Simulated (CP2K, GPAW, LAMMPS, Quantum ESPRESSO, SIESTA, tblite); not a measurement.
# Running glassy 69P2O5-27MgO-4Sc2O3 (mol %) (145 atoms) with tblite

Aim: run glassy 69P2O5-27MgO-4Sc2O3 (mol %) (145 atoms) in tblite and see how near its forces come to a plane-wave reference, and at what cost.

Program: tblite 0.8.0. Level of theory: the method is named at each step. Results are calculated unless marked as measured.

**1. Set-up**

The cell holds 145 atoms: 36 P, 7 Mg, 2 Sc and 100 O. Cell: a = 12.469 Å, b = 12.469 Å, c = 12.469 Å, α = 90.0°, β = 90.0°, γ = 90.0°. 145 atoms (36 P, 7 Mg, 2 Sc, 100 O) placed at random at 2.46 g/cm³, melted at 4000 K for 10 ps at fixed volume with the Morse and Coulomb pair potential with partial charges (Pedone, Malavasi, Menziani, Cormack and Segre, J. Phys. Chem. B 110, 11780 (2006)). Quenched from 4000 K to 300 K at 25 K/ps and fixed volume, held 10 ps at zero pressure.

The yardstick, on the same geometry:

* method: Kohn-Sham DFT, PBE, SSSP efficiency 1.3.0 pseudopotentials, plane waves (Quantum ESPRESSO 7.5); sssp-pbe-1.3.0-efficiency, cutoffs 60/480 Ry, Γ point
* r.m.s. force component: 1.762 eV/Å
* longest force: 8.632 eV/Å
* pressure: 2.038 GPa
* gap (highest filled to lowest empty level): 0.629 eV
* time: 8.8 min on 4 MPI ranks of Arm Neoverse V2, shared host
* CPU time: 35 min

**2. GFN1-xTB**

Method: GFN1-xTB tight binding, diagonalisation.

run.py reads:

```python
import numpy as np
from ase.io import read
from tblite.ase import TBLite

atoms = read("structure.xyz")
atoms.calc = TBLite(method="GFN1-xTB", electronic_temperature=580, accuracy=1.0, max_iterations=250, mixer_damping=0.4, verbosity=1)
energy = atoms.get_potential_energy()
forces = atoms.get_forces()
print(f"energy {energy:.6f} eV")
print("forces (eV/A)")
for i, (a, f) in enumerate(zip(atoms, forces)):
    print(f"{i:4d} {a.symbol:2s} {f[0]:10.5f} {f[1]:10.5f} {f[2]:10.5f}")
stress = -atoms.get_stress(voigt=False) * 160.21766
print("stress (GPa, compression positive)")
for row in stress:
    print(" ".join(f"{x:10.4f}" for x in row))
print("charges (e)")
print(np.array2string(atoms.get_charges(), precision=4, suppress_small=True, max_line_width=110, threshold=100000))
```

structure.xyz reads:

```xyz
145
Lattice="12.46948 0.00000 0.00000 0.00000 12.46948 0.00000 0.00000 0.00000 12.46948" Properties=species:S:1:pos:R:3 pbc="T T T"
P 5.39754 10.74545 6.20693
P 5.44280 0.34615 1.60520
P 1.53088 1.72179 4.88105
P 3.56540 6.01241 5.14304
P 9.99154 11.82144 4.08874
P 3.50978 7.65152 2.50711
P 9.24450 3.70069 11.21754
P 8.21926 11.05095 10.40965
P 10.51639 9.12691 6.36205
P 12.33568 10.84870 0.80528
P 0.71650 9.54751 10.55392
P 2.49090 3.51789 0.36037
P 6.18711 7.10149 12.44728
P 4.59500 1.41890 5.40602
P 6.12027 5.47123 6.78140
P 3.85307 4.41445 8.69796
P 7.74267 2.38367 1.09694
P 2.06083 10.36974 3.07273
P 7.00785 10.95494 3.55954
P 4.37155 11.74924 8.91792
P 1.38623 0.76500 11.98828
P 9.12916 1.94836 6.88041
P 9.46035 12.14802 0.41798
P 10.75829 6.33861 11.51133
P 5.24005 4.47841 1.34221
P 0.90154 9.87284 5.84233
P 1.17812 3.64271 7.29302
P 8.60095 4.50772 8.42837
P 1.36566 11.62218 8.29320
P 2.18877 7.61711 7.49291
P 7.69666 8.17449 2.49352
P 0.50514 3.75905 2.74815
P 12.15625 6.60720 3.72601
P 10.65654 8.24607 1.58038
P 6.78103 8.29083 7.70427
P 5.33694 1.99399 10.11649
Mg 9.08090 11.72717 7.37869
Mg 6.67591 3.74371 4.09261
Mg 5.27272 10.28670 11.90923
Mg 4.12490 8.60120 10.17173
Mg 11.24959 5.90031 6.63888
Mg 9.94429 2.58218 3.41838
Mg 1.61018 6.16990 10.68734
Sc 11.63851 1.73812 9.41969
Sc 10.06088 8.43872 9.08514
O 4.10146 9.96748 5.85155
O 6.67840 1.15891 1.12886
O 11.56819 3.28084 2.43604
O 4.40247 10.70243 9.97833
O 1.43673 10.19904 4.45958
O 1.48225 8.68761 6.61219
O 4.95886 12.37247 5.61413
O 7.18890 9.52905 3.00963
O 10.09729 4.89913 11.76870
O 10.36114 0.60277 3.40704
O 9.05035 11.99140 11.37042
[... 85 atom lines left out ...]
O 0.38643 4.68142 6.52391
O 12.27645 6.23798 11.41581
O 7.17220 6.44884 11.50322
O 5.44717 5.83784 0.61574
```

On the command line:

```console
$ OMP_NUM_THREADS=1 python run.py > output.txt
```

The log of the run:

```text
------------------------------------------------------------
  cycle        total energy    energy error   density error
------------------------------------------------------------
      1     -536.7356524524  -5.3907230E+02   1.0608604E+00
      2     -517.6760193061   1.9059633E+01   1.0477033E+00
      3     -545.1629555948  -2.7486936E+01   6.2062832E-01
      4     -577.8074464564  -3.2644491E+01   1.2415438E-01
      5     -577.2252797284   5.8216673E-01   1.1569617E-01
      6     -579.2925140638  -2.0672343E+00   4.7277729E-02
      7     -579.4653063596  -1.7279230E-01   3.0007883E-02
      8     -579.4923631864  -2.7056827E-02   2.2571525E-02
      9     -579.5358587415  -4.3495555E-02   1.2534515E-02
     10     -579.5500986515  -1.4239910E-02   5.1944842E-03
     11     -579.5520807511  -1.9820996E-03   3.1463290E-03
     12     -579.5536652481  -1.5844969E-03   6.4963513E-04
     13     -579.5536971481  -3.1900046E-05   4.6158462E-04
     14     -579.5537307387  -3.3590566E-05   1.2497466E-04
     15     -579.5537310456  -3.0696219E-07   8.7301401E-05
     16     -579.5537314125  -3.6681979E-07   6.7352044E-05
     17     -579.5537320721  -6.5966140E-07   2.3175589E-05
     18     -579.5537321019  -2.9803573E-08   1.1525148E-05
------------------------------------------------------------
 total:                                   8.854 sec
energy -15770.460326 eV
forces (eV/A)
   0 P    -6.77324   -2.43033   -2.88706
   1 P    -5.54044    2.29771   -0.07277
   2 P     0.78699   -5.05085    0.72925
   3 P    -2.99043   -4.60539   -0.83785
   4 P     4.35072   -2.53206   -0.09260
   5 P     1.67385   -0.89930   -2.49475
   6 P     2.81217   -1.68051   -2.64690
   7 P     0.45732   -4.78813    0.73137
   8 P    -6.41703    0.09097    1.50208
   9 P     1.00841    3.37287    0.11120
  10 P    -2.24472   -4.24278   -1.33593
  11 P    -2.55633    0.20537   -2.79570
  12 P     3.39917   -1.92945   -3.94703
  13 P     1.14334    1.10464    5.86231
  14 P     1.28170   -2.36790   -2.25452
  15 P     1.40536    0.37571    1.95304
  16 P    -1.33110   -2.19426    2.73054
  17 P     5.76468    2.96554   -3.16320
  18 P     3.02134    3.22082    0.54659
  19 P     1.41292    0.34238    1.51817
  20 P     0.01502   -1.97163   -4.41360
  21 P     0.61213   -2.79011   -0.73630
  22 P    -4.78877   -3.68828    2.00905
  23 P     2.57945    0.43882   -1.74251
[...]
137 O     0.75601    0.09253   -0.34448
 138 O    -1.31221   -1.90970   -1.93708
 139 O    -0.34075    0.02948    1.90930
 140 O    -0.25321    0.46027    0.10475
 141 O     0.67995    0.54027    0.97278
 142 O    -1.15740   -0.56507    0.16329
 143 O    -0.99600    1.19201    0.99371
 144 O    -1.38539   -0.50336    0.41106
stress (GPa, compression positive)
    1.7624    -0.0303    -0.3396
   -0.0303     2.9302    -0.7622
   -0.3396    -0.7622     4.6640
charges (e)
[ 0.5743  0.5597  0.5524  0.5524  0.5552  0.5467  0.5721  0.5609  0.5614  0.5864  0.5579  0.5712  0.5613
  0.556   0.5775  0.5607  0.5805  0.5572  0.5623  0.5687  0.5589  0.5546  0.5619  0.5643  0.5639  0.576
  0.5619  0.565   0.5674  0.5554  0.562   0.5596  0.5529  0.5706  0.5595  0.5464  0.9066  0.8461  0.8346
  0.83    0.8889  0.8185  0.8671  0.8498  0.8382 -0.4236 -0.1703 -0.3825 -0.3624 -0.0595 -0.1419 -0.2952
 -0.1044 -0.1782 -0.4053 -0.2176 -0.1315 -0.4413 -0.1784 -0.1548 -0.2332 -0.3807 -0.1014 -0.1985 -0.3959
 -0.3078 -0.3515 -0.1722 -0.1673 -0.3706 -0.2557 -0.172  -0.1487 -0.2535 -0.2961 -0.2161 -0.3634 -0.3817
 -0.4034 -0.4487 -0.4435 -0.1505 -0.4114 -0.2335 -0.3685 -0.4142 -0.4    -0.1453 -0.189  -0.1501 -0.4224
 -0.1484 -0.3523 -0.1702 -0.4006 -0.1608 -0.3555 -0.4034 -0.343  -0.3788 -0.3825 -0.3924 -0.3768 -0.2297
 -0.3416 -0.1733 -0.3395 -0.236  -0.1082 -0.1289 -0.1709 -0.1256 -0.0858 -0.1325 -0.388  -0.1792 -0.2866
 -0.4061 -0.4203 -0.4218 -0.4695 -0.3799 -0.1603 -0.1107 -0.428  -0.1201 -0.18   -0.4113 -0.1486 -0.1919
 -0.3378 -0.4023 -0.3758 -0.1926 -0.3136 -0.1789 -0.4508 -0.3735 -0.1353 -0.4267 -0.1982 -0.3724 -0.373
 -0.3972 -0.174 ]
```

Run time: 9.3 s. Hardware: 1 thread of Arm Neoverse V2, shared host; peak memory 0.18 GiB.

Banners, paths, timers and routine set-up lines are dropped from the logs unmarked, and long logs keep their key lines alone; longer cuts are marked.

Against the reference:

```yaml
r_m_s_force_component: 1.79 eV/Å
r_m_s_difference_of_force_components: 540.5 meV/Å
longest_difference_of_force_vectors: 2982 meV/Å
force_difference_over_r_m_s_force: 30.67 %
slope_of_forces_against_the_reference_s: 0.9689
correlation_of_force_components: 0.9538
pressure: 3.119 GPa
pressure_difference: 1.081 GPa
```

Length of the force difference by element (eV/Å):

```
element  atoms  mean  most
     Mg      7  0.92   1.7
      O    100  0.63   2.2
      P     36   1.2   3.0
     Sc      2  0.88   1.1
```

A closer look about O50, whose charge lies farthest from its element's mean: 11 atoms, nearest first, numbered in the order of the input, with positions taken from that point.

```
atom      x      y      z  distance (Å)  bonds  Mulliken charge (e)     Fx     Fy  Fz (eV/Å)
 O50   0.00   0.00   0.00          0.00      2                -0.06  -1.40   0.00       2.75
 P26  -0.54  -0.33   1.38          1.52      4                 0.58  -2.09  -2.40      -0.48
 P18   0.62   0.17  -1.39          1.53      4                 0.56   5.76   2.97      -3.16
O134   1.38  -1.15  -1.68          2.46      2                -0.19  -1.79   1.28       0.97
O110  -2.05  -0.59   1.37          2.53      2                -0.13   5.07   2.20      -2.91
O123  -0.50   0.20  -2.49          2.55      2                -0.16  -2.24  -0.27      -0.75
 O75   1.58   1.31  -1.52          2.56      1                -0.30  -2.23  -1.60       0.60
O124  -0.36   0.76   2.45          2.59      2                -0.11   0.71   2.54       0.49
 O51   0.05  -1.51   2.15          2.63      2                -0.14  -0.67   0.67      -1.92
 O86  -0.67  -2.64  -0.19          2.73      1                -0.41  -1.98  -1.98      -0.95
O105  -0.68   2.73   0.37          2.84      1                -0.34   0.53   1.18       0.19
```

Atoms are counted from 1 here, from 0 in the log.

Forces lie 31 % from the reference's, at 0.0044 times its CPU time (on 1 against 4 cores).

**3. Summary of results**

```
force difference from the reference : tblite GFN1-xTB, 31 %
its CPU time                        : 9.3 s
```

**Reading.** Tight binding differs by 31 % (tblite GFN1-xTB); it is another model, with fitted parameters of its own, and the xTB methods hold dispersion. One electronic-structure run takes under half the reference's CPU time: tblite GFN1-xTB, at 31 % in 9.3 s against 35 min. Periodic xTB results under one method name differ between programs and library versions. The reference's pressure holds the uncorrected Pulay stress of its 60 Ry basis, so small pressure differences, and their order, may be the reference's own error. In our tests on small cells the SSSP efficiency potentials stood apart from two norm-conserving sets, for C–F bonds most and for P–O bonds less, so differences between them and other runs here needn't be the other run's error. The quench rate of 25 K/ps is many orders above laboratory rates, so the cell is likely richer in defects and strain than a real sample. The network of bonds at the start is that of the classical potential that made the cell, and needn't be the one that DFT or experiment would give. The electronic-structure runs sample only Γ, in a cell whose shortest periodic width is 12 Å.

[Also dropped from logs without a mark: logging warnings of Python, and SIESTA's first energy breakdown and zero terms.]

[Logs are printed without paths, hosts, clocks, repeated set-up lines and the standing remarks that a program may print on its own settings, such as how far it seeks lower states.]

[Hosts, paths, dates, database ids (printed as entryN), source tags and the programs' standing remarks are cut or masked in the printed files.]
